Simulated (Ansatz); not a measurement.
## Optical response of BN (Qingsongite)

What colour and refractive index does BN (Qingsongite) have at this level of theory?

Program: Ansatz 0.2.0. Level of theory: DFT, PBE, plane-wave PAW, default files, scalar-relativistic, independent-particle optical response without local fields. Results are calculated unless marked as measured.

## 1. Starting point

The structure is cubic, space group F-43m (No. 216). The conventional cell has a = 3.615 Å, b = 3.615 Å, c = 3.615 Å, α = 90.00°, β = 90.00°, γ = 90.00°. N has 4 B at 1.57 Å nearest. B has 4 N at 1.57 Å nearest. Farther neighbours and most contacts between anions are not listed.

Coordinates:

```cif
data_structure
_symmetry_space_group_name_H-M 'P 1'
_symmetry_Int_Tables_number 1
_cell_length_a 2.5562
_cell_length_b 2.5562
_cell_length_c 2.5562
_cell_angle_alpha 60.000
_cell_angle_beta 60.000
_cell_angle_gamma 60.000
_cell_volume 11.81
loop_
_atom_site_label
_atom_site_type_symbol
_atom_site_fract_x
_atom_site_fract_y
_atom_site_fract_z
_atom_site_occupancy
N1 N 0.75000 0.75000 0.75000 1
B2 B 0.00000 0.00000 0.00000 1
```

## 2. Ground state and bands

The self-consistent density comes first; it also tells whether there is a gap, which decides the occupations and the need for a Drude term.

This step: DFT, PBE, plane-wave PAW, default files, scalar-relativistic, ground state (Ansatz 0.2.0).

Contents of input.yaml:

```yaml
crystal:
  lattice:
    - [0.0, 1.8075, 1.8075]
    - [1.8075, 0.0, 1.8075]
    - [1.8075, 1.8075, 0.0]
  atoms:
    - { symbol: "N", position: [0.75, 0.75, 0.75] }
    - { symbol: B, position: [0.0, 0.0, 0.0] }
kpoints:
  mp_grid: { grid: [11, 11, 11] }
  band_path:
    path:
      - [[0.0, 0.0, 0.0], [0.5, 0.0, 0.5], [0.5, 0.25, 0.75], [0.375, 0.375, 0.75], [0.0, 0.0, 0.0], [0.5, 0.5, 0.5], [0.625, 0.25, 0.625], [0.5, 0.25, 0.75], [0.5, 0.5, 0.5], [0.375, 0.375, 0.75]]
      - [[0.625, 0.25, 0.625], [0.5, 0.0, 0.5]]
    npoints: 6
scf:
  occupations: { method: fermi_dirac, width: 0.05 }
  n_extra_bands: 6
hamiltonian:
  xc: pbe
  pseudopotentials: { kind: paw }
output:
  forces: true
  stress: true
  populations: true
  write_bands: true
  write_density: true
  write_potential: true
  elf: true
  volumetric_format: npy
```

On the command line:

```bash
> ansatz run input.yaml --threads 4 --pin off --max-ram 8192MiB --backend cpu --events-out ev --progress --plain --runs-dir out
```

Numbers of over 12 decimals in the logs are rounded to 6 here.

Output:

```text
scf.n_extra_bands = 6 over 4 filled bands (N_el = 8.0): the run solves 10 bands
Engine: ansatz 0.2.0, x86_64-unknown-linux-gnu
Pseudopotentials: kind: paw
Pseudopotential: N, paw, valence charge 5, recommended cutoff 420 eV (normal), N.paw.azcp
Pseudopotential: B, paw, valence charge 3, recommended cutoff 420 eV (normal), B.paw.azcp
Functional definition: PBE
  parameter kappa = 0.804
  parameter beta = 0.066725
  exchange = pbe_x(kappa = kappa, mu = beta*pi^2/3)
  correlation = pbe_c(beta = beta)
Crystal: 2 atoms, lattice volume = 11.810 Å³
Basis set: ecut = 420 eV, 259 PW (Γ), exchange–correlation on 36×36×36 points (8 copies of the dense FFT grid, shifted against one another)
Bands: 10, of which v1, the nominal top of the filled ones, is band 4 counted from 1 (3 counted from 0)
Symmetry: 24 space group operations
Space group: F-43m (ITA 216), of the structure as read, at distance tolerance 2.3e-5 Å
k-points: 56 of 1331 (time reversal used)
Non-local potential: N, projectors of the file, l = 0: 2, l = 1: 2, l = 2: 1
Non-local potential: B, projectors of the file, l = 0: 2, l = 1: 2, l = 2: 1
PAW form: soft (Blöchl's): semilocal exchange-correlation on the pseudo side does not see the compensation charge
PAW one-centre angular grid: N, 110 points (default); XC on 64 Gauss nodes
PAW one-centre angular grid: B, 110 points (default); XC on 64 Gauss nodes
Initial density: superposition of atomic densities (neutral atoms: chi_scale 0, normalization atom), corrected by the library's trained network
Initial wavefunctions: pseudopotential atomic-orbital guess
Functional: x = pbe(κ = 0.804, μ = 0.219515), c = pbe(β = 0.066725)
SCF iter   1: F=—  HF=-542.274743 eV  |F-HF|=—  |Δ(HF+E_count)|=         —  Δρ=1.55e-3  dr2=1.42e-4  ethr=1.77e-3  ⟨swp⟩=4.4  Hψ=3183  notcnv=0  defer=11
preconditioner: auto → none  [insulator: Δε(μ)=4.578 eV  Ē_g=23.574 eV  σ=0.050 eV  W_gap=1.00  n_scr=0 (ndim 8)  ℏωp=30.6 eV  f_vac=0.000  D(μ)=0.00/eV (n_scr^D=0)  ε∞_Penn≈2.7]
SCF iter   2: F=—  HF=-542.274853 eV  |F-HF|=—  |Δ(HF+E_count)|=   1.09e-4  Δρ=8.21e-4  dr2=2.23e-5  ethr=1.77e-6  ⟨swp⟩=2.1  Hψ=1231  notcnv=0  defer=35
SCF iter   3: F=—  HF=-542.274900 eV  |F-HF|=—  |Δ(HF+E_count)|=   4.75e-5  Δρ=3.57e-4  dr2=5.45e-6  ethr=2.79e-7  ⟨swp⟩=2.0  Hψ=675  notcnv=0  defer=35
iter 4 did not close the SCF: its close was put off for the readings that it lacked (scf_convergence_deferred on its scf_iter line)
SCF iter   4: F=-542.274914 eV  HF=-542.274914 eV  |F-HF|=1.69e-8  |Δ(HF+E_count)|=   1.41e-5  Δρ=2.38e-5  dr2=1.99e-8  ethr=6.82e-8  ⟨swp⟩=2.3  Hψ=683  notcnv=0  defer=35
iter 5 did not close the SCF: its close was put off for the readings that it lacked (scf_convergence_deferred on its scf_iter line)
SCF iter   5: F=-542.274914 eV  HF=-542.274914 eV  |F-HF|=4.85e-9  |Δ(HF+E_count)|=   1.74e-8  Δρ=9.08e-6  dr2=2.47e-9  ethr=2.48e-10  ⟨swp⟩=1.7  Hψ=539  notcnv=0  defer=35
SCF iter   6: F=-542.274914 eV  HF=-542.274914 eV  |F-HF|=7.96e-12  |Δ(HF+E_count)|=   5.43e-9  Δρ=8.61e-7  dr2=2.98e-11  ethr=3.09e-11  ⟨swp⟩=7.5  Hψ=2914  notcnv=0
SCF 1 converged in 6 iterations: F = -542.274914 eV  dr2 = 2.98e-11
  greatest PAW one-centre occupation: 0.787 electrons in one spin orbital (limit 2), on the N atom at site 0 (counted from 0), in its partial waves of l = 0
NSCF: frozen V_eff on 62 k-points
SCF converged after 6 iterations
Free energy (F): -542.274914 eV
Harris-Foulkes:  -542.274914 eV  (|F-HF|=7.96e-12)
Internal energy: -542.274914 eV  (E = F + TS)
E sigma→0 (E₀):  -542.274914 eV
Fermi energy:    13.452978 eV
--- Per-component energies (eV) ---
  E_band       = 26.442958
  E_kinetic    = 185.618469
  E_local      = -175.300732  (includes V_loc(G=0)·N_el)
  E_nonlocal   = 56.583203
  E_hartree    = 49.108443
  E_xc         = -93.447722
  E_vxc        = -116.231851  (∫ρ·V_xc dr)
  E_paw        = -206.452029  (= ΣΔE_a)
  E_vpaw       = -22.443113  (= ΣTr[D̂ρ^β])
  E_aug_tail   = 0.000103  (compensation charges beyond the density's cutoff)
  E_ewald      = -358.384650
  E_smearing   = -0.000000  (= −TS)
  E_closure    = 0.000000  (closes the sum)
  Σ components = -542.274914   (vs F -542.274914, Δ=0.00e0)
--- Forces (eV/Å), atoms counted from 1 ---
  atom   1  N      0.00000000     0.00000000     0.00000000
  atom   2  B     -0.00000000     0.00000000    -0.00000000
  max |Σ_I F_I| component: 6.11e-16 eV/Å
--- Stress (GPa, compression-positive) ---
        3.028443      -0.000000      -0.000000
       -0.000000       3.028443       0.000000
       -0.000000       0.000000       3.028443
  P = ⅓ Tr σ = 3.0284 GPa (30.284 kbar)
--- Band table (eV; the first three rows and the last of 56) ---
  k-point 0: bands = ["-9.0521", "11.1795", "11.1795", "11.1795", "20.0104", "20.0104", "20.0104", "21.5014", "35.8698", "38.9268"]
  k-point 1: bands = ["-8.8509", "10.1119", "10.9675", "10.9675", "20.2434", "20.3323", "20.3323", "22.1711", "35.6346", "36.5338"]
  k-point 2: bands = ["-8.2566", "7.7317", "10.4679", "10.4679", "20.5785", "21.0441", "21.0441", "23.6643", "35.0024", "35.0024"]
  k-point 55: bands = ["-3.2403", "3.4188", "3.8752", "5.4531", "20.4733", "24.2635", "25.6571", "26.5756", "30.1904", "36.7997"]
--- Löwdin populations: 2 sites ---
  site symbol       q [e]
     0      N      5.2814
     1      B      2.6903
  spilling = 0.003537 (of n_electrons = 8.000000)
```

Elapsed: 0.21 s, on 4 threads of AMD EPYC 9R45, shared host; peak memory 0.33 GiB.

Numbers from this step:

- free energy: -542.2749 eV
- Fermi energy: 13.45 eV
- gap by band count: 4.575 eV
- electrons: 8
- symmetry operations: 24
- pressure: 3.028 GPa
- gap on the k-mesh: 4.575 eV
- volume: 11.81 Å³
- gap on the path: 4.472 eV
- least direct gap on the path: 8.831 eV

There is a gap, 4.47 eV on the path, so no carriers' term is needed. The cell is left with a pressure of 3.0 GPa, as it stands unrelaxed at this level.

The electronic bands at the labelled points (eV, zero at the Fermi level; v1 is the highest filled band, c1 the lowest empty one):

```csv
point,v3,v2,v1,c1,c2,c3,c4
Γ,-2.27,-2.27,-2.27,6.56,6.56,6.56,8.05
halfway,-6.25,-5.28,-5.28,4.53,9.27,11.17,11.17
X,-11.19,-7.18,-7.18,2.20,6.97,15.64,15.64
halfway,-10.77,-8.04,-7.98,4.25,8.63,13.96,15.15
W,-9.86,-9.24,-8.78,7.33,11.02,12.24,12.38
halfway,-10.22,-9.70,-7.36,5.92,10.82,12.31,14.13
K,-10.40,-9.93,-6.35,4.65,10.61,13.55,14.39
halfway,-8.02,-6.19,-3.39,8.38,8.44,8.92,11.28
Γ,-2.27,-2.27,-2.27,6.56,6.56,6.56,8.05
halfway,-7.75,-3.40,-3.40,7.37,8.07,8.07,11.29
L,-12.96,-4.21,-4.21,7.86,8.45,8.45,12.98
halfway,-12.21,-6.72,-5.13,6.62,10.41,10.50,13.32
U,-10.40,-9.93,-6.35,4.65,10.61,13.55,14.39
halfway,-10.22,-9.70,-7.36,5.92,10.82,12.31,14.13
W,-9.86,-9.24,-8.78,7.33,11.02,12.24,12.38
halfway,-11.97,-7.10,-5.72,7.33,8.90,12.10,13.50
L,-12.96,-4.21,-4.21,7.86,8.45,8.45,12.98
halfway,-12.21,-6.72,-5.13,6.62,10.41,10.50,13.32
K,-10.40,-9.93,-6.35,4.65,10.61,13.55,14.39
jump to U,-10.40,-9.93,-6.35,4.65,10.61,13.55,14.39
halfway,-10.98,-8.24,-6.96,3.15,7.92,15.05,15.27
X,-11.19,-7.18,-7.18,2.20,6.97,15.64,15.64
```

The electronic bands as a text plot (rows in eV, shown from -10.3 to 8.0 only):

```
    7.7 |++   ++   +       ++  +  + ++++++++      +  ++ +++    +
    6.9 |+      +++  ++         ++++++      +    + ++      +    +
    6.1 | +            +  +                  +              +
    5.4 |  ++       +                         + +
    4.6 |    +          ++                     +             +
    3.8 |                                                     +
    3.1 |     ++   +                                           +
    2.3 |       +++                                             +
    1.6 |
    0.8 |
    0.0 |
   -0.7 |
   -1.5 |
   -2.3 |*                      ****
   -3.0 | *                  ***** ****
   -3.8 |  **                          **
   -4.5 |  **              **  *         ***          *****
   -5.3 |    *            *         **     ***            ***
   -6.1 |    ***         *   ***              **     **      *
   -6.8 |       **      *                   *   *   **     *  ***
   -7.6 |         **   *   **         *          * *            *
   -8.4 |     **    ***      **              *      *       *  *
   -9.1 |            **   *                   *   **          *
   -9.9 |       *    ***** **          *       ****          *
         Γ       X    W  K        Γ      L     U  W     L   K|U X
```

Valence density in the ac plane of a cell with a along [110], b along [-110] and c along [001] of the cube at fractional y = 0.000, with atoms of N and B within 0.2 Å of it. It is the smooth field of the valence electrons, not physical close to the nuclei.

Ten even steps from '0' (0.1 e/Å³) to '9' (3.6 e/Å³), each cell a mean:
```
11000111100011
10000011000001
00000000000000
00000000000000
00121000012100
01375200137520
02799410279941
12577321257732
02222210222221
```

ELF in the ac plane of a cell with a along [110], b along [-110] and c along [001] of the cube at fractional y = 0.000, with atoms of N and B within 0.2 Å of it. It is the smooth field of the valence electrons, not physical close to the nuclei.

Ten even steps from '0' (0.03) to '9' (0.88), each cell a mean:
```
12322311232231
32100133210013
11000011100001
00021000002100
01576200157620
14767621476762
37724853772485
49968964996896
05878720587872
```

## 3. Spectrum

With the density converged, the vertical transitions are summed over the zone.

This step: DFT, PBE, plane-wave PAW, default files, scalar-relativistic, independent-particle optical response without local fields (Ansatz 0.2.0).

input.yaml, the sections that differ from step 2:

```yaml
kpoints:
  mp_grid: { grid: [11, 11, 11] }
scf:
  occupations: { method: fixed }
output:
  optics:
    e_range: [0, 22]
    de: 0.05
    sigma: 0.2
    nscf_kmesh: { grid: [16, 16, 16] }
    bands: { spectra_wanted_up_to: 22 }
# crystal, hamiltonian: as in step 2
```

Output:

```text
[...]
Crystal: 2 atoms, lattice volume = 11.810 Å³
Basis set: ecut = 420 eV, 259 PW (Γ)
Bands: 8, of which v1, the nominal top of the filled ones, is band 4 counted from 1 (3 counted from 0)
Symmetry: 24 space group operations
[...]
k-points: 56 of 1331 (time reversal used)
[...]
SCF iter   1: F=—  HF=-542.274718 eV  |F-HF|=—  |Δ(HF+E_count)|=         —  Δρ=1.55e-3  dr2=1.42e-4  ethr=1.77e-3  ⟨swp⟩=3.8  Hψ=2553  notcnv=0  defer=89
[...]
SCF iter   7: F=-542.274911 eV  HF=-542.274911 eV  |F-HF|=4.55e-13  |Δ(HF+E_count)|=  9.09e-13  Δρ=2.17e-7  dr2=1.98e-12  ethr=1.00e-12  ⟨swp⟩=2.9  Hψ=1493  notcnv=0
SCF 1 converged in 7 iterations: F = -542.274911 eV  dr2 = 1.98e-12
[...]
NSCF: frozen V_eff on 145 k-points
output.optics: what the bands over the 13 summed would add to eps1, eps2 and the energy-loss function is held between a lower and an upper bound (5 Lanczos steps). eps1, eps2 and their loss function (loss_summed_bands) are given on every row as the summed bands alone make them. Along an axis, on a row where the two bounds hold the loss function to about 1 % of the greater of itself and 0.5 % of |1/eps|, its cell (loss_completed) is given, with the completed eps1 and eps2 that it is formed of (a cell that is left empty reads nan in the table and null in the record). The two bounds hold it so along every axis on all 441 rows up to 22.000 eV. [rest of the remark cut]
SCF converged after 7 iterations
Free energy (F): -542.274911 eV
[...]
Internal energy: -542.274911 eV  (E = F + TS)
E sigma→0 (E₀):  -542.274911 eV
Fermi energy:    11.179540 eV
[...]
--- Band table (eV; the first three rows and the last of 56) ---
[...]
```

Wall time 1.1 s (4 threads); peak memory 0.48 GiB.

This step gave:

| Property | Result |
| --- | --- |
| electronic dielectric constant ε∞, mean over x, y and z (by symmetry where fewer were run) | 4.707 |
| absorption onset, first axis (α over 10⁴ cm⁻¹, or the direct gap if that lies higher) | 8.831 eV |
| main peak of Im epsilon, first axis | 12.03 eV |
| least direct gap on the mesh | 8.831 eV |
| bands summed | 13 |
| spectra valid up to | 27.72 eV |
| program's estimate of the k-sum error in Im epsilon | 0.12 % |
| electrons in the f-sum | 6.583 |

The Im ε, any direction by photon energy; read off at these points:

```csv
photon energy (eV),"Im ε, any direction"
8.0,0
8.5,0.0108
9.0,1.66
9.5,4.52
10.0,8.00
10.5,8.55
11.0,10.2
11.5,13.2
12.0,17.7
12.5,12.6
13.0,8.62
13.5,6.69
14.0,5.62
14.5,6.86
15.0,5.76
15.5,4.71
16.0,3.87
16.5,3.24
17.0,2.71
17.5,2.39
18.0,1.94
18.5,1.63
19.0,1.39
19.5,1.19
20.0,1.03
20.5,0.988
21.0,1.17
21.5,1.10
22.0,1.10
```

Table of Re ε, any direction by photon energy:

photon energy (eV), Re ε, any direction and a bar from the least value:
```
        0        4.7 #################
        1        4.7 #################
        2        4.8 #################
        3        4.9 #################
        4        5.1 #################
        5        5.4 ##################
        6        5.9 ###################
        7        6.6 ####################
        8        7.9 #######################
        9       11.5 ##############################
       10       10.7 ############################
       11        9.4 ##########################
       12        3.0 #############
       13       -3.7 
       14       -1.7 ####
       15       -2.9 #
       16       -3.0 #
       17       -2.5 ##
       18       -2.2 ###
       19       -1.6 ####
       20       -1.1 #####
       21       -0.7 ######
       22       -0.5 ######
```

Reflectivity at normal incidence, any direction against photon energy; read off at these points:

```csv
photon energy (eV),"reflectivity at normal incidence, any direction (%)"
0.00,13.6
0.50,13.6
1.00,13.7
1.50,13.8
2.00,13.9
2.50,14.1
3.00,14.4
3.50,14.7
4.00,15.0
4.50,15.5
5.00,16.0
5.50,16.6
6.00,17.4
6.50,18.3
7.00,19.4
7.50,20.8
8.00,22.6
8.50,25.5
9.00,30.0
9.50,33.5
10.00,34.9
10.50,34.8
11.00,37.1
11.50,41.2
12.00,49.0
12.40,53.5
12.50,53.3
13.00,50.8
13.50,47.3
14.00,41.0
14.50,42.3
15.00,47.5
15.50,49.3
16.00,50.2
16.50,50.6
17.00,50.5
17.50,50.4
18.00,52.4
18.50,51.7
19.00,51.0
19.50,49.6
20.00,46.8
20.50,37.5
21.00,33.2
21.50,32.8
22.00,30.1
```

The loss function −Im 1/ε at q → 0, any direction by energy loss; read off at these points:

energy loss (eV), loss function −Im 1/ε at q → 0, any direction and a bar:
```
        8      0.000 
        9      0.012 
       10      0.045 ##
       11      0.053 ##
       12      0.055 ##
       13      0.098 ####
       14      0.163 ######
       15      0.138 ######
       16      0.162 ######
       17      0.200 ########
       18      0.230 #########
       19      0.306 ############
       20      0.458 ##################
       21      0.650 ##########################
       22      0.751 ##############################
```

Values under 1 per cm are given as 1. Absorption coefficient, any direction against photon energy:

```csv
photon energy (eV),"absorption coefficient, any direction (1/cm)"
0.000,1
0.500,1
1.000,1
1.500,1
2.000,1
2.500,1
3.000,1
3.500,1
4.000,1
4.500,1
5.000,1
5.500,1
6.000,1
6.500,1
7.000,1
7.500,1
8.000,1
8.500,1527
9.000,2.2e5
9.500,6.0e5
10.000,1.2e6
10.500,1.4e6
11.000,1.7e6
11.500,2.2e6
12.000,3.3e6
12.500,3.7e6
13.000,3.4e6
13.500,3.1e6
14.000,2.8e6
14.500,3.1e6
15.000,3.3e6
15.500,3.3e6
16.000,3.2e6
16.500,3.1e6
17.000,3.0e6
17.500,3.0e6
18.000,2.9e6
18.500,2.8e6
19.000,2.6e6
19.500,2.5e6
20.000,2.3e6
20.500,2.0e6
21.000,2.1e6
21.500,2.1e6
22.000,2.1e6
```

[end of part 1 of 2]

[Logs are printed without paths, hosts, clocks, repeated set-up lines and the standing remarks that a program may print on its own settings, such as how far it seeks lower states.]

[Hosts, paths, dates, database ids (printed as entryN), source tags and the programs' standing remarks are cut or masked in the printed files.]
